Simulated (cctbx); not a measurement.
# Diagnosing a refinement

Cell a = 9.2320 Å, b = 9.2320 Å, c = 5.3310 Å, α = 90.00°, β = 90.00°, γ = 90.00°; space group I4/mmm (no. 139).

Simulated single-crystal data (cctbx): Mo Kα, λ = 0.71073 Å, to d = 0.6 Å, 80 % of the full sphere, strongest reflection 20000 counts, noise from counting, a 3 % proportional error and a noise floor of 15 counts (s.d.); no absorption.

An anisotropic refinement with weights 1/σ² prints:

```text
Rint 0.020, 16 unique reflections to 2.06 A
cycle     R1     wR2    GooF  max shift (A)
   1  0.0097  0.0229   3.878   0.00461
   2  0.0012  0.0032   0.541   0.00000
final R1 0.0012 wR2 0.0032 GooF 0.541  parameters 14  data/parameter 1.1
atom        x        y        z      Ueq    occ   su(xyz)  su(Uiso or U11)
Er1    0.00000  0.00000  0.00000   0.0053  1.000  0.00000  0.0029  NPD
Zn1    0.00000  0.78053  0.50000   0.0127  1.000  0.00018  0.0042
Zn2    0.00000  0.35222  0.00000   0.0123  1.000  0.00017  0.0033
Mg1    0.25000  0.75000  0.25000   0.0143  1.000  0.00000  0.0036  NPD
difference map: max 0.04 min -0.01 rms 0.01
Q1    0.0000  0.0000  0.5000    2    0.04  2.03 A from Zn1
Q2    0.0000  0.1567  0.0000    8    0.01  1.45 A from Er1
Q3    0.1183  0.1183  0.0000    8    0.01  1.54 A from Er1
Q4    0.0000  0.2885  0.5000    8    0.01  0.64 A from Zn1
Q5    0.2487  0.2487  0.0000    8    0.00  1.33 A from Mg1
Q6    0.0000  0.5000  0.0000    4    0.00  1.36 A from Zn2
```

**Question.** Can this result stand? If not, what is the likely fault?

Mend it. The fault: data cut at low resolution. Against the right model at the same level, R1 goes from 0.0102 to 0.0012 and GooF from 0.92 to 0.54 and Er1 and Mg1 go non-positive-definite. The atoms are right, but there are too few data for the parameters: R1 flatters and the s.u.s grow. Data per parameter fall from 25 to 1.1.

The compound is ErMg4Zn8. The right model at the same level gives:

```text
Rint 0.038, 350 unique reflections to 0.60 A
cycle     R1     wR2    GooF  max shift (A)
   1  0.0279  0.0622   2.897   0.00045
   2  0.0102  0.0199   0.924   0.00000
final R1 0.0102 wR2 0.0199 GooF 0.924  parameters 14  data/parameter 25.0
atom        x        y        z      Ueq    occ   su(xyz)  su(Uiso or U11)
Er1    0.00000  0.00000  0.00000   0.0084  1.000  0.00000  0.0001
Zn1    0.00000  0.78008  0.50000   0.0161  1.000  0.00003  0.0001
Zn2    0.00000  0.35265  0.00000   0.0149  1.000  0.00003  0.0001
Mg1    0.25000  0.75000  0.25000   0.0165  1.000  0.00000  0.0003
difference map: max 0.78 min -0.98 rms 0.18
Q1    0.2107  0.2107  0.3214   16    0.86  0.64 A from Mg1
Q2    0.0781  0.2542  0.5000   16    0.75  0.79 A from Zn1
Q3    0.0000  0.1049  0.4427   16    0.70  1.10 A from Zn1
Q4    0.1952  0.1952  0.0000    8    0.69  1.51 A from Mg1
Q5    0.0939  0.2108  0.0000   16    0.67  1.57 A from Zn2
Q6    0.0592  0.3587  0.5000   16    0.67  1.39 A from Zn1
```

The model is made up (kin elements in a known structure type, no relaxation), so it says nothing on whether the phase exists.

[Middle refinement cycles are left out of these outputs.]

[Logs are printed without paths, hosts, clocks, repeated set-up lines and the standing remarks that a program may print on its own settings, such as how far it seeks lower states.]
